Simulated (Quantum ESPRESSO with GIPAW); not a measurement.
## Solid-state NMR of Rb2NaAlF6 by GIPAW

Wanted: NMR shieldings for each site of Rb2NaAlF6.

Method: DFT, PBEsol, plane-wave PAW (pslibrary 1.0.0 recipes), scalar-relativistic, GIPAW; a patched development version of the program, in Quantum ESPRESSO with GIPAW 8.0dev (patched build).

## 1. Set-up

Symmetry: Fm-3m, No. 225, cubic system. The conventional cell has a = 8.449 Å, b = 8.449 Å, c = 8.449 Å, α = 90.00°, β = 90.00°, γ = 90.00°. Nearest to Rb lie 12 F at 3.00 Å. Nearest to Al lie 6 F at 1.84 Å. Nearest to Na lie 6 F at 2.38 Å. Nearest to F lie 1 Al at 1.84 Å and 1 Na at 2.38 Å and 4 Rb at 3.00 Å. Farther neighbours and most contacts between anions are not listed.

Structure file:

```cif
data_structure
_symmetry_space_group_name_H-M 'P 1'
_symmetry_Int_Tables_number 1
_cell_length_a 5.9745
_cell_length_b 5.9745
_cell_length_c 5.9745
_cell_angle_alpha 60.000
_cell_angle_beta 60.000
_cell_angle_gamma 60.000
_cell_volume 150.80
loop_
_atom_site_label
_atom_site_type_symbol
_atom_site_fract_x
_atom_site_fract_y
_atom_site_fract_z
_atom_site_occupancy
Rb1 Rb 0.25000 0.25000 0.25000 1
Rb2 Rb 0.75000 0.75000 0.75000 1
Al3 Al 0.00000 0.00000 0.00000 1
Na4 Na 0.50000 0.50000 0.50000 1
F5 F 0.78204 0.78204 0.21796 1
F6 F 0.78204 0.21796 0.78204 1
F7 F 0.21796 0.78204 0.21796 1
F8 F 0.21796 0.78204 0.78204 1
F9 F 0.21796 0.21796 0.78204 1
F10 F 0.78204 0.21796 0.21796 1
```

The cell is a computed entry of the Materials Project; it need not be the form that is stable at ambient conditions.

This structure had its atoms relaxed beforehand (DFT, PBEsol, plane-wave PAW (pslibrary 1.0.0 recipes), Quantum ESPRESSO with GIPAW), starting from the database entry, since shieldings follow bond lengths closely.

## 2. Self-consistent run

First the ground state. The response equations take the occupied wavefunctions as exact, so conv_thr is set much tighter than for an energy. No empty states are asked for: the response is solved without them. The mesh has a spacing of 0.43 Å⁻¹ at most. The PAW files were made with ld1.x from the pslibrary 1.0.0 recipes, with GIPAW reconstruction switched on (the recipe of F slightly mended, as the packaged one fails to give a sound file).

Input file scf.in:

```
&control
  calculation = 'scf'
  prefix = 'x'
  outdir = './tmp/'
  pseudo_dir = './'
/
&system
  ibrav = 0
  nat = 10
  ntyp = 4
  ecutwfc = 75
  ecutrho = 450
  nbnd = 36
/
&electrons
  conv_thr = 1.0d-10
  mixing_beta = 0.7
  electron_maxstep = 100
/
ATOMIC_SPECIES
  Rb 85.468 Rb.pbesol-spn-kjpaw_psl.1.0.0-gipaw.UPF
  Al 26.982 Al.pbesol-n-kjpaw_psl.1.0.0-gipaw.UPF
  Na 22.990 Na.pbesol-spn-kjpaw_psl.1.0.0-gipaw.UPF
  F 18.998 F.pbesol-n-kjpaw_psl.1.0.0-gipaw.UPF
CELL_PARAMETERS angstrom
  0.00000000 4.22463900 4.22463900
  4.22463900 0.00000000 4.22463900
  4.22463900 4.22463900 0.00000000
ATOMIC_POSITIONS crystal
  Rb 0.25000000 0.25000000 0.25000000
  Rb 0.75000000 0.75000000 0.75000000
  Al -0.00000000 0.00000000 -0.00000000
  Na 0.50000000 0.50000000 0.50000000
  F 0.78204265 0.78204265 0.21795735
  F 0.78204265 0.21795735 0.78204265
  F 0.21795735 0.78204265 0.21795735
  F 0.21795735 0.78204265 0.78204265
  F 0.21795735 0.21795735 0.78204265
  F 0.78204265 0.21795735 0.21795735
K_POINTS automatic
  3 3 3 0 0 0
```

The run is started by

```sh
$ mpirun -np 4 pw.x -nk 4 -in scf.in > scf.out
```

Log:

```text
using ibrav=0 with symmetry is DISCOURAGED, use correct ibrav instead

     bravais-lattice index     =            0
     lattice parameter (alat)  =      11.2902  a.u.
     unit-cell volume          =    1017.6429 (a.u.)^3
     number of atoms/cell      =           10
     number of atomic types    =            4
     number of electrons       =        72.00
     number of Kohn-Sham states=           36
     kinetic-energy cutoff     =      75.0000  Ry
     charge density cutoff     =     450.0000  Ry
     scf convergence threshold =      1.0E-10
     mixing beta               =       0.7000
     number of iterations used =            8  plain     mixing
     Exchange-correlation= SLA-PW-PSX-PSC
                           (   1   4  10   8   0   0   0)
[...]
Rb                9.00    85.46800     Rb( 1.00)
     Al                3.00    26.98200     Al( 1.00)
     Na                9.00    22.99000     Na( 1.00)
     F                 7.00    18.99800     F ( 1.00)

     48 Sym. Ops., with inversion, found
[...]
number of k points=     4
[...]
Dense  grid:   163905 G-vectors     FFT dimensions: (  80,  80,  80)

     Smooth grid:    89193 G-vectors     FFT dimensions: (  64,  64,  64)

     Initial potential from superposition of free atoms

     starting charge      71.9472, renormalised to      72.0000
     Starting wfcs are   49 randomized atomic wfcs

     Self-consistent Calculation

     iteration #  1     ecut=    75.00 Ry     beta= 0.70
     Davidson diagonalization with overlap
     ethr =  1.00E-02,  avg # of iterations =  2.0

     total energy              =    -972.79047731 Ry
     estimated scf accuracy    <       1.03790938 Ry

     iteration #  2     ecut=    75.00 Ry     beta= 0.70
     Davidson diagonalization with overlap
     ethr =  1.44E-03,  avg # of iterations =  3.0

     total energy              =    -973.11792608 Ry
     estimated scf accuracy    <       0.97014763 Ry

     iteration #  3     ecut=    75.00 Ry     beta= 0.70
     Davidson diagonalization with overlap
     ethr =  1.35E-03,  avg # of iterations =  2.0

     total energy              =    -973.28792434 Ry
     estimated scf accuracy    <       0.00714458 Ry

[...]
total energy              =    -973.29428564 Ry
[...]
iteration # 10     ecut=    75.00 Ry     beta= 0.70
     Davidson diagonalization with overlap
     ethr =  3.96E-11,  avg # of iterations =  3.8

     total energy              =    -973.29428565 Ry
     estimated scf accuracy    <          7.7E-10 Ry

     iteration # 11     ecut=    75.00 Ry     beta= 0.70
     Davidson diagonalization with overlap
     ethr =  1.07E-12,  avg # of iterations =  5.0

     End of self-consistent calculation
     [one-electron energies left out]

!    total energy              =    -973.29428565 Ry
     total all-electron energy =    -13922.877653 Ry
     estimated scf accuracy    <          3.6E-11 Ry

     The total energy is the sum of the following terms:
     one-electron contribution =    -229.98425027 Ry
     hartree contribution      =     157.30899314 Ry
     xc contribution           =    -112.68232809 Ry
     ewald contribution        =    -318.84336190 Ry
     one-center paw contrib.   =    -469.09333853 Ry

     convergence has been achieved in  11 iterations
[...]
JOB DONE.
```

The job ended after 30 s (4 MPI ranks of Arm Neoverse V1, shared host; peak memory 1.2 GiB; 2 min of CPU time).

It converged in 11 cycles to an estimated accuracy of 4e-11 Ry, on 4 irreducible k-points.

## 3. Shieldings

A uniform field breaks periodicity, so gipaw.x applies it as a wave of small q and takes the limit. It solves for the first-order states, builds the induced current and gets the field at each nucleus by Biot–Savart; the PAW spheres add what the smooth waves miss near the nuclei. pawproj makes the reconstruction use the PAW data sets' own projectors.

Input file nmr.in:

```
&inputgipaw
  job = 'nmr'
  prefix = 'x'
  tmp_dir = './tmp/'
  restart_mode = 'from_scratch'
  verbosity = 'low'
  q_gipaw = 0.01
  spline_ps = .true.
  conv_threshold = 1.0d-11
  use_nmr_macroscopic_shape = .false.
  pawproj(1) = .true.
  pawproj(2) = .true.
  pawproj(3) = .true.
  pawproj(4) = .true.
/
```

The run is started by

```sh
$ mpirun -np 4 gipaw.x -in nmr.in > nmr.out
```

Log:

```text
[banner, memory and clock lines left out]
[a note of our patched build left out]

     Parallelizing q-star over 1 images

     IMPORTANT: XC functional enforced from input :
     Exchange-correlation= PBESOL
                           (   1   4  10   8   0   0   0)
     Any further DFT definition will be discarded
     Please, verify this is what you really want

[...]
projs nearly linearly dependent: l=0  n1,n2= 1, 2  s=  0.99580793
[...]
alpha_pv=     94.7621 eV

     spline_ps is .false., expect some extrapolation errors

     q-space interpolation up to    90.00 Rydberg

     GIPAW job: nmr
     NMR macroscopic correction: no
[...]
Computing the magnetic susceptibility     isolve=0    ethr=  0.1000E-10
     Starting from scratch
     k-point #    1 of     4      pool #  1    cpu time:       2.1
[...]
End of magnetic susceptibility calculation

     f-sum rule (1st term):
           -63.6157         -0.0000          0.0000
             0.0000        -63.6157          0.0000
             0.0000          0.0000        -63.6157

     f-sum rule (2nd term):
            -2.6562         -0.0000         -0.0000
            -0.0000         -2.6562         -0.0000
            -0.0000         -0.0000         -2.6562

     f-sum rule (should be   -66.2660):
           -66.2719         -0.0000          0.0000
             0.0000        -66.2719          0.0000
             0.0000          0.0000        -66.2719

[... susceptibilities left out ...]
     Contributions to the NMR chemical shifts: -------------------------------

     Macroscopic shape contribution in ppm:                    0.00
             0.0000          0.0000          0.0000
             0.0000          0.0000          0.0000
             0.0000          0.0000          0.0000

     Core contribution in ppm:

     Atom  1  Rb  pos: (  0.353553  0.353553  0.353553)  core sigma:        3326.77
     Atom  2  Rb  pos: (  1.060660  1.060660  1.060660)  core sigma:        3326.77
     Atom  3  Al  pos: (  0.000000  0.000000  0.000000)  core sigma:         765.91
     Atom  4  Na  pos: (  0.707107  0.707107  0.707107)  core sigma:         376.66
     Atom  5  F   pos: (  0.707107  0.707107  1.105975)  core sigma:         305.83
     Atom  6  F   pos: (  0.707107  1.105975  0.707107)  core sigma:         305.83
     Atom  7  F   pos: (  0.707107  0.308238  0.707107)  core sigma:         305.83
     Atom  8  F   pos: (  1.105975  0.707107  0.707107)  core sigma:         305.83
     Atom  9  F   pos: (  0.707107  0.707107  0.308238)  core sigma:         305.83
     Atom 10  F   pos: (  0.308238  0.707107  0.707107)  core sigma:         305.83

     Bare contribution in ppm:

     Atom  1  Rb  pos: (  0.353553  0.353553  0.353553)  bare sigma:         108.80
[...]
Atom  2  Rb  pos: (  1.060660  1.060660  1.060660)  bare sigma:         108.80
[...]
Atom  3  Al  pos: (  0.000000  0.000000  0.000000)  bare sigma:         -18.02
[...]
Atom  4  Na  pos: (  0.707107  0.707107  0.707107)  bare sigma:         125.55
[...]
Atom  5  F   pos: (  0.707107  0.707107  1.105975)  bare sigma:          92.09
[...]
Atom  6  F   pos: (  0.707107  1.105975  0.707107)  bare sigma:          92.09
[...]
Atom  7  F   pos: (  0.707107  0.308238  0.707107)  bare sigma:          92.09
[...]
Atom  8  F   pos: (  1.105975  0.707107  0.707107)  bare sigma:          92.09
[...]
Atom  9  F   pos: (  0.707107  0.707107  0.308238)  bare sigma:          92.09
[...]
Atom 10  F   pos: (  0.308238  0.707107  0.707107)  bare sigma:          92.09
[...]
Diamagnetic contribution in ppm:

     Atom  1  Rb  pos: (  0.353553  0.353553  0.353553)  dia sigma:         -15.99
[...]
Atom  2  Rb  pos: (  1.060660  1.060660  1.060660)  dia sigma:         -15.99
[...]
Atom  3  Al  pos: (  0.000000  0.000000  0.000000)  dia sigma:           2.03
[...]
Atom  4  Na  pos: (  0.707107  0.707107  0.707107)  dia sigma:         108.23
[...]
Atom  5  F   pos: (  0.707107  0.707107  1.105975)  dia sigma:          43.22
[...]
Atom  6  F   pos: (  0.707107  1.105975  0.707107)  dia sigma:          43.22
[...]
Atom  7  F   pos: (  0.707107  0.308238  0.707107)  dia sigma:          43.22
[...]
Atom  8  F   pos: (  1.105975  0.707107  0.707107)  dia sigma:          43.22
[...]
Atom  9  F   pos: (  0.707107  0.707107  0.308238)  dia sigma:          43.22
[...]
Atom 10  F   pos: (  0.308238  0.707107  0.707107)  dia sigma:          43.22
[...]
Paramagnetic contribution in ppm:

     Atom  1  Rb  pos: (  0.353553  0.353553  0.353553)  para sigma:        -997.96
[...]
Atom  2  Rb  pos: (  1.060660  1.060660  1.060660)  para sigma:        -997.96
[...]
Atom  3  Al  pos: (  0.000000  0.000000  0.000000)  para sigma:        -198.56
[...]
Atom  4  Na  pos: (  0.707107  0.707107  0.707107)  para sigma:         610.60
[...]
Atom  5  F   pos: (  0.707107  0.707107  1.105975)  para sigma:         172.14
[...]
Atom  6  F   pos: (  0.707107  1.105975  0.707107)  para sigma:         172.14
[...]
Atom  7  F   pos: (  0.707107  0.308238  0.707107)  para sigma:         172.14
[...]
Atom  8  F   pos: (  1.105975  0.707107  0.707107)  para sigma:         172.14
[...]
Atom  9  F   pos: (  0.707107  0.707107  0.308238)  para sigma:         172.14
[...]
Atom 10  F   pos: (  0.308238  0.707107  0.707107)  para sigma:         172.14
[...]
Paramagnetic US occ-occ contribution in ppm:

     Atom  1  Rb  pos: (  0.353553  0.353553  0.353553)  para_oo sigma:          -2.79
[...]
Atom  2  Rb  pos: (  1.060660  1.060660  1.060660)  para_oo sigma:          -2.79
[...]
Atom  3  Al  pos: (  0.000000  0.000000  0.000000)  para_oo sigma:          -1.99
[...]
Atom  4  Na  pos: (  0.707107  0.707107  0.707107)  para_oo sigma:          -2.41
[...]
Atom  5  F   pos: (  0.707107  0.707107  1.105975)  para_oo sigma:          -0.97
[...]
Atom  6  F   pos: (  0.707107  1.105975  0.707107)  para_oo sigma:          -0.97
[...]
Atom  7  F   pos: (  0.707107  0.308238  0.707107)  para_oo sigma:          -0.97
[...]
Atom  8  F   pos: (  1.105975  0.707107  0.707107)  para_oo sigma:          -0.97
[...]
Atom  9  F   pos: (  0.707107  0.707107  0.308238)  para_oo sigma:          -0.97
[...]
Atom 10  F   pos: (  0.308238  0.707107  0.707107)  para_oo sigma:          -0.97
[...]
Paramagnetic US L_R Q_R contribution in ppm:

     Atom  1  Rb  pos: (  0.353553  0.353553  0.353553)  para_lq sigma:         716.27
[...]
Atom  2  Rb  pos: (  1.060660  1.060660  1.060660)  para_lq sigma:         716.27
[...]
Atom  3  Al  pos: (  0.000000  0.000000  0.000000)  para_lq sigma:          -8.55
[...]
Atom  4  Na  pos: (  0.707107  0.707107  0.707107)  para_lq sigma:        -661.09
[...]
Atom  5  F   pos: (  0.707107  0.707107  1.105975)  para_lq sigma:        -306.27
[...]
Atom  6  F   pos: (  0.707107  1.105975  0.707107)  para_lq sigma:        -306.27
[...]
Atom  7  F   pos: (  0.707107  0.308238  0.707107)  para_lq sigma:        -306.27
[...]
Atom  8  F   pos: (  1.105975  0.707107  0.707107)  para_lq sigma:        -306.27
[...]
Atom  9  F   pos: (  0.707107  0.707107  0.308238)  para_lq sigma:        -306.27
[...]
Atom 10  F   pos: (  0.308238  0.707107  0.707107)  para_lq sigma:        -306.27
[...]
Total NMR chemical shifts in ppm: ---------------------------------------
     (adopting the Simpson convention for anisotropy and asymmetry)-----------

     Atom  1  Rb  pos: (  0.353553  0.353553  0.353553)  Total sigma:        3135.10
          3135.0986         -0.0000          0.0000
             0.0000       3135.0986          0.0000
             0.0000          0.0000       3135.0986

     Rb      1    anisotropy:      0.00    eta:    0.0000
[...]
Atom  2  Rb  pos: (  1.060660  1.060660  1.060660)  Total sigma:        3135.10
[... its tensor is left out ...]
     Atom  3  Al  pos: (  0.000000  0.000000  0.000000)  Total sigma:         540.82
           540.8222          0.0000          0.0000
             0.0000        540.8222          0.0000
             0.0000         -0.0000        540.8222

     Al      3    anisotropy:      0.00    eta:    0.0000
[...]
Atom  4  Na  pos: (  0.707107  0.707107  0.707107)  Total sigma:         557.54
           557.5362         -0.0000         -0.0000
            -0.0000        557.5362         -0.0000
            -0.0000         -0.0000        557.5362

     Na      4    anisotropy:     -0.00    eta:    0.0000
[...]
Atom  5  F   pos: (  0.707107  0.707107  1.105975)  Total sigma:         306.03
           302.0853          0.0000         -0.0000
            -0.0000        302.0853         -0.0000
            -0.0000         -0.0000        313.9279

     F       5    anisotropy:     11.84    eta:    0.0000
[...]
Atom  6  F   pos: (  0.707107  1.105975  0.707107)  Total sigma:         306.03
[... its tensor is left out ...]
     Atom  7  F   pos: (  0.707107  0.308238  0.707107)  Total sigma:         306.03
[... its tensor is left out ...]
     Atom  8  F   pos: (  1.105975  0.707107  0.707107)  Total sigma:         306.03
[... its tensor is left out ...]
     Atom  9  F   pos: (  0.707107  0.707107  0.308238)  Total sigma:         306.03
[... its tensor is left out ...]
     Atom 10  F   pos: (  0.308238  0.707107  0.707107)  Total sigma:         306.03
[... its tensor is left out ...]
```

Elapsed: 3.6 min, on 4 MPI ranks; peak memory 0.9 GiB.

(Continued in part 2 of 2.)

[Banner, clock, file and message-heading lines were taken out of the pw.x and gipaw.x logs.]

[Logs are printed without paths, hosts, clocks, repeated set-up lines and the standing remarks that a program may print on its own settings, such as how far it seeks lower states.]

[Hosts, paths, dates, database ids (printed as entryN), source tags and the programs' standing remarks are cut or masked in the printed files.]

[Where no reference line passes its bar on scatter, no shift is given, so a measured shift of this compound may stand uncompared.]
